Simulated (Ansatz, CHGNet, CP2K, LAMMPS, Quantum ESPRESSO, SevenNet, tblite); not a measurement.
# Glassy 67SiO2-6Al2O3-28SrO (mol %) (102 atoms) under volume change, by several methods

Aim: pressure against volume for glassy 67SiO2-6Al2O3-28SrO (mol %) (102 atoms), with plane waves as the reference.

The results are calculated values.

**1. The cell**

The cell holds 102 atoms (24 Si, 4 Al, 10 Sr and 64 O), with edges of 11.42, 11.42 and 11.42 Å. Recipe: 102 atoms (24 Si, 4 Al, 10 Sr, 64 O) placed at random at 2.96 g/cm³, melted at 4000 K for 10 ps at fixed volume with the Morse and Coulomb pair potential with partial charges (Pedone, Malavasi, Menziani, Cormack and Segre, J. Phys. Chem. B 110, 11780 (2006)). Quenched from 4000 K to 300 K at 10 K/ps and fixed volume, held 10 ps at zero pressure. Then the atoms were relaxed with SevenNet 0 in the fixed cell.

Bonds by pair of elements; cutoffs follow the first minimum of g(r), held within bounds set by covalent radii, and pairs that aren't listed don't count as bonded:

| pair A-B | cutoff (Å) | bonds | mean length (Å) | spread (Å) | shortest (Å) | B about A | A about B |
| --- | --- | --- | --- | --- | --- | --- | --- |
| O-Si | 2.08 | 96 | 1.64 | 0.027 | 1.58 | 1.5 | 4 |
| O-Sr | 3.05 | 60 | 2.65 | 0.203 | 2.25 | 0.938 | 6 |
| O-Al | 2.33 | 17 | 1.80 | 0.067 | 1.73 | 0.266 | 4.25 |

**2. The reference input**

Quantum ESPRESSO 7.5: Kohn-Sham DFT, PBE, SSSP efficiency 1.3.0 pseudopotentials, plane waves. Its input, pw.in, for the unchanged cell:

```
&control
  calculation = 'scf'
  pseudo_dir = './pseudo'
  outdir = './tmp'
  disk_io = 'none'
  tprnfor = .true.
  tstress = .true.
/
&system
  ibrav = 0
  nat = 102
  ntyp = 4
  ecutwfc = 60
  ecutrho = 480
  nosym = .true.
  occupations = 'smearing'
  smearing = 'fd'
  degauss = 0.003675
/
&electrons
  conv_thr = 5.1e-07
  electron_maxstep = 100
  mixing_beta = 0.4
  mixing_mode = 'plain'
  diagonalization = 'david'
/
ATOMIC_SPECIES
Si 28.085 Si.upf
Al 26.982 Al.upf
Sr 87.620 Sr.upf
O 15.999 O.upf
CELL_PARAMETERS angstrom
11.41556 0.00000 0.00000
0.00000 11.41556 0.00000
0.00000 0.00000 11.41556
ATOMIC_POSITIONS crystal
Si 0.45247 0.01542 0.44449
Si 0.17947 0.32890 0.26353
Si 0.84803 0.24223 0.48880
Si 0.57006 0.88057 0.85503
[... 96 atom lines left out ...]
O 0.68016 0.55972 0.39902
O 0.86523 0.64587 0.89249
K_POINTS gamma
```

```console
$ OMP_NUM_THREADS=1 mpirun -np 4 pw.x -in pw.in > output.txt
```

It took 6.5 min on 4 MPI ranks of Arm Neoverse V1, shared host; peak memory 5.1 GiB.

It converged with an r.m.s. force component of 0.045 eV/Å and a pressure of -0.27 GPa.

**3. Levels of theory**

Every level solves the same cells as single points. CPU time is summed over a level's finished runs, on a host shared with the other runs, so it is rough; the force column is the median over cells of the r.m.s. difference of force components from the reference.

| level | basis or training data | k-points | runs finished | CPU time | peak memory (GiB) | force difference (meV/Å) |
| --- | --- | --- | --- | --- | --- | --- |
| QE, PBE | plane waves, SSSP efficiency, 60/480 Ry | Γ | 3 of 3 | 75 min | 5.2 | reference |
| CP2K double zeta, PBE | DZVP-UZH, GTH-PBE potentials, 600 Ry | Γ | 3 of 3 | 24 min | 6.4 | 81 |
| CP2K double zeta, PBEsol | DZVP-UZH, GTH-PBE potentials, 600 Ry | Γ | 3 of 3 | 24 min | 6.4 | 68 |
| tblite GFN1-xTB | tight binding with its own dispersion term | Γ | 3 of 3 | 28 s | 0.14 | 564 |
| CHGNet 0.3.0 | trained on PBE(+U) plane-wave data | - | 3 of 3 | 13 s | 1.3 | 70 |
| SevenNet 0 | trained on PBE(+U) plane-wave data | - | 3 of 3 | 27 s | 1 | 43 |

The reference's own r.m.s. force component runs from 45 to 47 meV/Å over these cells. SevenNet 0 relaxed the atoms, so in the cells that it relaxed its own forces are small, and its entry isn't an independent test there.

**4. Pressure against volume**

The cell is scaled evenly, and at each volume SevenNet 0 relaxes the atoms again before the single points. The unchanged volume is 14.584 Å³ an atom. Pressures in GPa:

| level | -3 % | 0 | +3 % |
| --- | --- | --- | --- |
| QE, PBE | 1.51 | -0.27 | -1.61 |
| CP2K double zeta, PBE | 1.85 | 0.07 | -1.28 |
| CP2K double zeta, PBEsol | 0.53 | -1.17 | -2.43 |
| tblite GFN1-xTB | -16.09 | -15.58 | -14.93 |
| CHGNet 0.3.0 | 1.34 | -0.34 | -1.62 |
| SevenNet 0 | 1.51 | -0.26 | -1.60 |

Energy less that of the unchanged cell at the same level, in meV an atom:

| level | -3 % | +3 % |
| --- | --- | --- |
| QE, PBE | 1.91 | 2.15 |
| CP2K double zeta, PBE | 1.73 | 2.18 |
| CP2K double zeta, PBEsol | -2.44 | 5.86 |
| tblite GFN1-xTB | -55.82 | 54.85 |
| CHGNet 0.3.0 | 1.38 | 2.34 |
| SevenNet 0 | 1.54 | 2.45 |

**5. Moduli**

From the three volumes nearest the unchanged one: B from the slope of pressure against ln V and from the curvature of the energy, the pressure that the slope of the energy implies, and the volume change at which the printed pressure crosses zero (a dash if it doesn't within the range).

| level | B from pressures (GPa) | B from energies (GPa) | printed pressure (GPa) | pressure from energies (GPa) | zero pressure at (%) |
| --- | --- | --- | --- | --- | --- |
| QE, PBE | 52.0 | 49.5 | -0.27 | -0.04 | -0.5 |
| CP2K double zeta, PBE | 52.2 | 47.7 | 0.07 | -0.08 | +0.1 |
| CP2K double zeta, PBEsol | 49.3 | 41.7 | -1.17 | -1.52 | -2.1 |
| tblite GFN1-xTB | -19.2 | -11.8 | -15.58 | -20.26 | - |
| CHGNet 0.3.0 | 49.3 | 45.5 | -0.34 | -0.18 | -0.6 |
| SevenNet 0 | 51.8 | 48.6 | -0.26 | -0.17 | -0.5 |

As a check by hand on the reference: from -3 to +3 % the pressure falls by 3.12 GPa while ln V grows by 0.0600, a ratio of 52.0 GPa.

Gap between the highest filled and the lowest empty level on the runs' k-points, in eV:

| level | -3 % | 0 | +3 % |
| --- | --- | --- | --- |
| QE, PBE | 3.75 | 3.68 | 3.60 |
| CP2K double zeta, PBE | 3.80 | 3.72 | 3.63 |
| CP2K double zeta, PBEsol | 3.70 | 3.63 | 3.55 |

**6. Outcome**

The plane-wave reference (PBE) gives a bulk modulus of 52.0 GPa from its pressures, at a volume where its pressure is -0.27 GPa; that pressure crosses zero at -0.5 %. Other programs at PBE: CP2K double zeta, PBE 52.2 GPa (+0 %); its pressure lies +0.33 GPa from the reference's. Other functionals: CP2K double zeta, PBEsol 49.3 GPa (-5 %); its pressure lies -0.90 GPa from the reference's.

Learned potentials: CHGNet 0.3.0 49.3 GPa (-5 %) and SevenNet 0 51.8 GPa (+0 %); their pressures lie -0.07 to +0.00 GPa from the reference's. Tight binding: tblite GFN1-xTB -19.2 GPa (-137 %); its pressure lies -15.32 GPa from the reference's. The moduli are read at one volume but at unlike pressures, and a cell under tension is as a rule softer than one under compression. Moduli from the energies run from -12 to 50 GPa and part from those from pressures by as much as -38 % (tblite GFN1-xTB); they rest on small differences of energy. A negative modulus (tblite GFN1-xTB) is no property of the material. Where other levels give a positive one on the same cells, the fault lies with that level's energies; else the atoms may sit in unlike minima at the volumes used. Printed pressure and the slope of the energy part noticeably for tblite GFN1-xTB; the atoms move along a path that isn't these levels' own, so their forces do work along it, and an error in the stress can't be told from that. The reference's gap falls as the cell grows, from 3.75 eV at -3 % to 3.60 eV at +3 %.

Caveats: The atoms follow SevenNet 0, not each level's own minimum, so these moduli only approach relaxed ones and hang on that choice. Three points at finite strain give rough moduli, at the given volume rather than at zero pressure. Pressures at a fixed plane-wave cutoff or in a small atom-centred basis hold some basis error. The quench rate of 10 K/ps is many orders above laboratory rates, so the cell is likely richer in defects and strain than a real sample. The reference samples only Γ, in a cell whose shortest periodic width is 11 Å. The reference isn't exact: its cutoffs and mesh weren't converged further here. Where levels are smeared, the DFT runs use Fermi–Dirac occupations at 580 K (0.05 eV), and energies are free energies.

[Logs are printed without paths, hosts, clocks, repeated set-up lines and the standing remarks that a program may print on its own settings, such as how far it seeks lower states.]

[Hosts, paths, dates, database ids (printed as entryN), source tags and the programs' standing remarks are cut or masked in the printed files.]
